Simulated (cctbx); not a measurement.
# Diagnosing a refinement

Cell a = 6.6130 Å, b = 6.6440 Å, c = 8.7540 Å, α = 108.17°, β = 108.88°, γ = 97.06°; space group P1 (no. 1). The compound is ZnCrSiS5.

Simulated single-crystal data (cctbx): synchrotron X-rays, λ = 0.6889 Å, to d = 0.75 Å, 50 % of the full sphere, strongest reflection 40000 counts, noise from counting, a 1.5 % proportional error and a noise floor of 2 counts (s.d.); no absorption.

An anisotropic refinement with weights 1/σ² prints:

```text
Rint 0.000, 1679 unique reflections to 0.75 A
cycle     R1     wR2    GooF  max shift (A)
   1  0.1326  0.3321  10.509   0.02807
   4  0.0762  0.2121   6.714   0.00035
final R1 0.0762 wR2 0.2121 GooF 6.714  parameters 144  data/parameter 11.7
atom        x        y        z      Ueq    occ   su(xyz)  su(Uiso or U11)
Zn1    0.74657  0.87282  0.27485   0.0033  1.000  0.00045  0.0014
Zn2    0.26350  0.13877  0.75541   0.0023  1.000  0.00044  0.0014  NPD
Cr1    0.00146  0.49803  0.01372   0.0043  1.000  0.00102  0.0012
S1     0.99148  0.50594  0.51792  -0.0122  1.000  0.00098  0.0013  NPD
Cr2    0.07843  0.42899  0.76662   0.0277  1.000  0.00109  0.0033
S2     0.90939  0.54988  0.26258   0.0002  1.000  0.00092  0.0024  NPD
S3     0.68145  0.19201  0.86258   0.0043  1.000  0.00111  0.0029  NPD
S4     0.34267  0.76452  0.64033   0.0062  1.000  0.00114  0.0032  NPD
S5     0.31838  0.81001  0.17174   0.0027  1.000  0.00106  0.0027  NPD
S6     0.65932  0.22592  0.38671   0.0025  1.000  0.00102  0.0028  NPD
S7     0.15236  0.18041  0.42446   0.0051  1.000  0.00105  0.0030
S8     0.23140  0.24070  0.07091   0.0026  1.000  0.00103  0.0027
S9     0.85030  0.81763  0.61648   0.0023  1.000  0.00097  0.0028
S10    0.77067  0.74538  0.96811   0.0057  1.000  0.00111  0.0030
Si1    0.32459  0.13163  0.26204   0.0029  1.000  0.00126  0.0033  NPD
Si2    0.68479  0.86746  0.76752   0.0057  1.000  0.00130  0.0035  NPD
difference map: max 7.83 min -2.88 rms 0.49
Q1    0.9905  0.5132  0.5153    1    7.96  0.06 A from S1
Q2    0.7616  0.8767  0.2856    1    2.76  0.11 A from Zn1
Q3    0.2489  0.1532  0.7472    1    2.65  0.16 A from Zn2
Q4    0.1424  0.1372  0.4115    1    2.04  0.26 A from S7
Q5    0.7012  0.1922  0.8909    1    1.74  0.24 A from S3
Q6    0.9796  0.4810  0.9865    1    1.64  0.22 A from Cr1
```

Q: Accept it or mend it, and why?

Mend it. The fault: elements exchanged: Cr2 is S and S1 is Cr. Against the right model at the same level, R1 goes from 0.0130 to 0.0762 and GooF from 0.99 to 6.71, U of S1 shrinks from 0.0058 to -0.0122 Å², U of Cr2 swells from 0.0062 to 0.0277 Å², the top difference peak, 8.0 e/Å³, lies on S1 and Zn2, S1, S2, S3, S4, S5, S6, Si1 and Si2 go non-positive-definite. Cr2 has 8 electrons too many and its U swells to shed them, as expected; S1 has 8 electrons too few and its U shrinks to make up, as expected.

The compound is ZnCrSiS5. The right model at the same level gives:

```text
Rint 0.000, 1679 unique reflections to 0.75 A
cycle     R1     wR2    GooF  max shift (A)
   1  0.0133  0.0321   1.017   0.00118
   2  0.0130  0.0313   0.992   0.00000
final R1 0.0130 wR2 0.0313 GooF 0.992  parameters 144  data/parameter 11.7
atom        x        y        z      Ueq    occ   su(xyz)  su(Uiso or U11)
Zn1    0.74709  0.87312  0.27553   0.0055  1.000  0.00006  0.0002
Zn2    0.26353  0.13959  0.75574   0.0049  1.000  0.00006  0.0002
Cr1   -0.00035  0.49537  0.01135   0.0060  1.000  0.00014  0.0002
Cr2    0.98960  0.50536  0.51833   0.0058  1.000  0.00013  0.0002
S1     0.08025  0.42971  0.76691   0.0062  1.000  0.00016  0.0004
S2     0.90986  0.55000  0.26209   0.0052  1.000  0.00015  0.0004
S3     0.68051  0.19341  0.86304   0.0059  1.000  0.00016  0.0004
S4     0.34589  0.76356  0.64085   0.0063  1.000  0.00015  0.0004
S5     0.31489  0.81218  0.17027   0.0060  1.000  0.00016  0.0004
S6     0.66089  0.22491  0.38647   0.0052  1.000  0.00015  0.0004
S7     0.15212  0.17899  0.42426   0.0059  1.000  0.00015  0.0004
S8     0.23245  0.24169  0.07166   0.0061  1.000  0.00015  0.0004
S9     0.85044  0.81854  0.61776   0.0055  1.000  0.00014  0.0004
S10    0.77043  0.74678  0.96763   0.0070  1.000  0.00015  0.0004
Si1    0.32225  0.13029  0.26172   0.0054  1.000  0.00017  0.0005
Si2    0.68491  0.86546  0.76848   0.0073  1.000  0.00018  0.0005
Flack x: 0.001(6)
Hooft y: -0.006(14)  Bijvoet pairs: 415
difference map: max 0.25 min -0.27 rms 0.06
Q1    0.6234  0.6755  0.6152    1    0.26  1.42 A from Si2
Q2    0.1572  0.5139  0.3857    1    0.23  1.74 A from S2
Q3    0.1994  0.7584  0.0296    1    0.22  1.13 A from S5
Q4    0.6664  0.6889  0.1746    1    0.22  1.19 A from Zn1
Q5    0.7788  0.2113  0.3421    1    0.22  0.98 A from S6
Q6    0.8341  0.6441  0.9159    1    0.22  0.92 A from S10
```

The model is made up (kin elements in a known structure type, no relaxation), so it says nothing on whether the phase exists.

[Middle refinement cycles are left out of these outputs.]

[Logs are printed without paths, hosts, clocks, repeated set-up lines and the standing remarks that a program may print on its own settings, such as how far it seeks lower states.]
